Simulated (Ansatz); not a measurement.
# How many bands does the GW gap of SrTiO3 (I4/mcm) need?, part 2 of 2

How do accuracy and time trade against each other in G0W0 on SrTiO3 (I4/mcm)?

Ansatz 0.2.0; G0W0 on PBE, plane waves, PAW. Known limits of the many-body steps: not at the basis limit; no spin-orbit coupling.

So far. Step 4 (1192 empty bands, screening to 270 eV): Against the run with 4×4×4 mesh, 704 empty bands, screening to 190 eV, hard PAW files, the gap moves by +0.04 eV.

## 5. 1991 empty bands, screening to 380 eV

Input file input.yaml:

```yaml
crystal:
  lattice:
    - [-2.7555, 2.7555, 3.898]
    - [2.7555, -2.7555, 3.898]
    - [2.7555, 2.7555, -3.898]
  atoms:
    - { symbol: Sr, position: [0.75, 0.25, 0.5] }
    - { symbol: Sr, position: [0.25, 0.75, 0.5] }
    - { symbol: Ti, position: [0.0, 0.0, 0.0] }
    - { symbol: Ti, position: [0.5, 0.5, 0.0] }
    - { symbol: O, position: [0.25, 0.25, 0.0] }
    - { symbol: O, position: [0.75, 0.75, 0.0] }
    - { symbol: O, position: [0.7451, 0.2451, 0.9902] }
    - { symbol: O, position: [0.2451, 0.2549, 0.5] }
    - { symbol: O, position: [0.2549, 0.7549, 0.0098] }
    - { symbol: O, position: [0.7549, 0.7451, 0.5] }
kpoints:
  mp_grid: { grid: [4, 4, 4] }
hamiltonian:
  xc: pbe
  pseudopotentials: { kind: paw, source: ansatz }
scf:
  occupations: { method: fixed }
gw:
  n_empty_bands: 1991
  ecut_chi: 380
  qp_bands: [v3, c3]
  qp_kpoints: band_edges
  screening: { model: contour_deformation }
```

On the command line:

```console
> ansatz run input.yaml --threads 4 --pin off --max-ram 138240MiB --backend cuda --events-out ev --progress --plain --runs-dir out --devices 1 --max-vram 26GiB
```

Numbers of over 12 decimals in the logs are rounded to 6 here.

The program printed:

```text
GPUs: using 1 of 1 available (devices: 1).
[...]
GPU FFT provider: cuFFT
GPU libraries: cuBLAS 13.8.2, cuFFT 12.4.0, cuSOLVER 12.3.4
Crystal: 10 atoms, lattice volume = 118.387 Å³
Basis set: ecut = 930 eV, 7631 PW (Γ)
Bands: 50, of which v1, the nominal top of the filled ones, is band 40 counted from 1 (39 counted from 0)
Symmetry: 16 space group operations
[...]
k-points: 13 of 64
[...]
1    39      9.4752   -26.1092     3.9577   -21.2761  0.7213     8.5830     8.5997  root
[...]
12    40      9.9731   -25.9031     4.2152   -20.8364  0.7127     9.1050     9.1217  root
    12    41     12.1221   -12.9628    -7.0717   -20.8786  0.7297    12.9804    12.9661  root
    12    42     13.8762   -14.8369    -7.5615   -23.1982  0.6865    14.6952    14.6760  root
    12    43     13.8762   -14.8369    -7.5615   -23.1982  0.6865    14.6952    14.6760  root
[key lines of the parts left out:]
SCF converged after 10 iterations
Free energy (F): -15510.198051 eV
Fermi energy:    10.058875 eV
```

The job ended after 4.5 min (1 × NVIDIA H100 80GB HBM3 (shared by 3 runs) with 4 threads of AMD EPYC 7R13 (Zen 3), shared host; peak memory 14 GiB; 8.8 min of CPU time).

Numbers from this step:

```
bands summed                                 : 2031
RPA ε∞ on this mesh (eigenvalues)            : 6.126, 6.126, 6.126
plane waves in the screening matrix          : 1989
G0W0 gap on the mesh                         : 3.559 eV
k of the valence top                         : 0, 0, 0
k of the conduction bottom                   : 0, 0, 0
starting gap on the mesh                     : 1.895 eV
least direct G0W0 gap on the computed points : 3.559 eV
```

Against the run with 4×4×4 mesh, 1192 empty bands, screening to 270 eV, hard PAW files, the gap moves by +0.03 eV.

## 6. Changing the k mesh: 6×6×6 mesh, 310 empty bands, screening to 110 eV, hard PAW files

Only the mesh changes. It samples the long-range screening, which converges on its own terms. Bands and cutoff differ from the step before, so it is read against an earlier run that matches them.

Edit input.yaml of step 5 so:

```diff
@@ -17,3 +17,3 @@
 kpoints:
-  mp_grid: { grid: [4, 4, 4] }
+  mp_grid: { grid: [6, 6, 6] }
 hamiltonian:
@@ -24,4 +24,4 @@
 gw:
-  n_empty_bands: 1991
-  ecut_chi: 380
+  n_empty_bands: 310
+  ecut_chi: 110.0
   qp_bands: [v3, c3]
```

The program printed:

```text
GPUs: using 1 of 1 available (devices: 1).
[...]
GPU FFT provider: cuFFT
GPU libraries: cuBLAS 13.8.2, cuFFT 12.4.0, cuSOLVER 12.3.4
Crystal: 10 atoms, lattice volume = 118.387 Å³
Basis set: ecut = 930 eV, 7631 PW (Γ)
Bands: 50, of which v1, the nominal top of the filled ones, is band 40 counted from 1 (39 counted from 0)
Symmetry: 16 space group operations
[...]
k-points: 30 of 216
[...]
1    39      9.7348   -25.5979     4.7728   -20.5171  0.7206     9.4247     9.4267  root
[...]
29    40      9.9721   -25.8962     4.7790   -20.8364  0.7222     9.6897     9.6913  root
    29    41     12.1238   -12.9913    -6.5604   -20.8779  0.7366    13.4864    13.4500  root
    29    42     13.8776   -14.8384    -6.9988   -23.1978  0.6949    15.3021    15.2381  root
    29    43     13.8776   -14.8384    -6.9988   -23.1978  0.6949    15.3021    15.2381  root
[key lines of the parts left out:]
SCF converged after 10 iterations
Free energy (F): -15510.200929 eV
Fermi energy:    10.057799 eV
```

Wall time 4.1 min (1 × NVIDIA H100 80GB HBM3 (shared by 3 runs) with 4 threads); peak memory 3.3 GiB.

This step gave:

```
bands summed                                 : 350
RPA ε∞ on this mesh (eigenvalues)            : 6.011, 6.011, 6.012
plane waves in the screening matrix          : 331
G0W0 gap on the mesh                         : 3.446 eV
k of the valence top                         : 0, 0, 0
k of the conduction bottom                   : 0, 0, 0
starting gap on the mesh                     : 1.897 eV
least direct G0W0 gap on the computed points : 3.446 eV
```

Against the run with 4×4×4 mesh, 310 empty bands, screening to 110 eV, hard PAW files, the gap moves by +0.004 eV.

## 7. The runs together

Times are wall times on 1 × NVIDIA H100 80GB HBM3 (shared by 3 runs) with 4 threads of AMD EPYC 7R13 (Zen 3), shared host, good to a factor of about two.

```tsv
mesh	files	frequency	bands summed	cutoff (eV)	start (eV)	G0W0 (eV)	time	host memory (GiB)
4×4×4	hard PAW	contour deformation	350	110	1.895	3.441	34 s	2.1
4×4×4	hard PAW	contour deformation	744	190	1.895	3.489	69 s	3.8
4×4×4	hard PAW	contour deformation	1232	270	1.895	3.529	2 min	6.8
4×4×4	hard PAW	contour deformation	2031	380	1.895	3.559	4.5 min	14
6×6×6	hard PAW	contour deformation	350	110	1.897	3.446	4.1 min	3.3
```

The parts of the quasiparticle energy at the two band edges (eV; QP = start + Σx + Σc − Vxc):

```tsv
run	edge	start	Σx	Σc	Vxc	Z	QP
350 bands	valence top	10.06	-26.08	4.79	-21.02	0.72	9.79
350 bands	conduction bottom	11.95	-12.64	-6.35	-20.27	0.74	13.23
744 bands	valence top	10.06	-26.08	4.50	-21.02	0.72	9.50
744 bands	conduction bottom	11.95	-12.64	-6.60	-20.27	0.74	12.98
1232 bands	valence top	10.06	-26.08	4.33	-21.02	0.71	9.33
1232 bands	conduction bottom	11.95	-12.64	-6.72	-20.27	0.74	12.86
2031 bands	valence top	10.06	-26.08	4.21	-21.02	0.71	9.21
2031 bands	conduction bottom	11.95	-12.64	-6.82	-20.27	0.74	12.77
```

## 8. What came out

```
350 bands, 110 eV                   : 3.441 eV
744 bands, 190 eV                   : 3.489 eV
1232 bands, 270 eV                  : 3.529 eV
2031 bands, 380 eV                  : 3.559 eV
estimated limit in bands and cutoff : 3.60 eV
mesh and start                      : 4×4×4, PBE
```

What this shows: A line in one over the bands through the two highest rungs gives 3.60 eV, +0.05 eV from the top rung; the pair below gives 3.59 eV, in fair agreement. The rungs stand 0.16 eV (350 bands), 0.12 eV (744 bands), 0.08 eV (1232 bands) and 0.05 eV (2031 bands) from it. From 350 to 2031 bands the gap moves by +0.12 eV while the time grows 8.0-fold. Σc changes by −0.58 eV at the valence top and −0.46 eV at the conduction bottom, so the levels themselves move more than the gap between them. On the 6×6×6 mesh in place of 4×4×4 the gap differs by +0.004 eV, of which +0.003 eV is already in the start. The cheapest rung within 0.1 eV of this estimate is that with 1232 bands (2 min). Gaps are over the mesh's points; an edge off the mesh would be missed. The many-body steps are scalar-relativistic: spin-orbit coupling is not in them.

[Paths, hosts, dates, memory and timing lines, banners, echoed tables and standing remarks are left out of the program output.]

[Logs are printed without paths, hosts, clocks, repeated set-up lines and the standing remarks that a program may print on its own settings, such as how far it seeks lower states.]

[Runs of the session that timed out or met a known fault of the program may be left out.]

[Cells called generated may have been cut or substituted from an entry of the Crystallography Open Database or the Materials Project.]

[Hosts, paths, dates, database ids (printed as entryN), source tags and the programs' standing remarks are cut or masked in the printed files.]
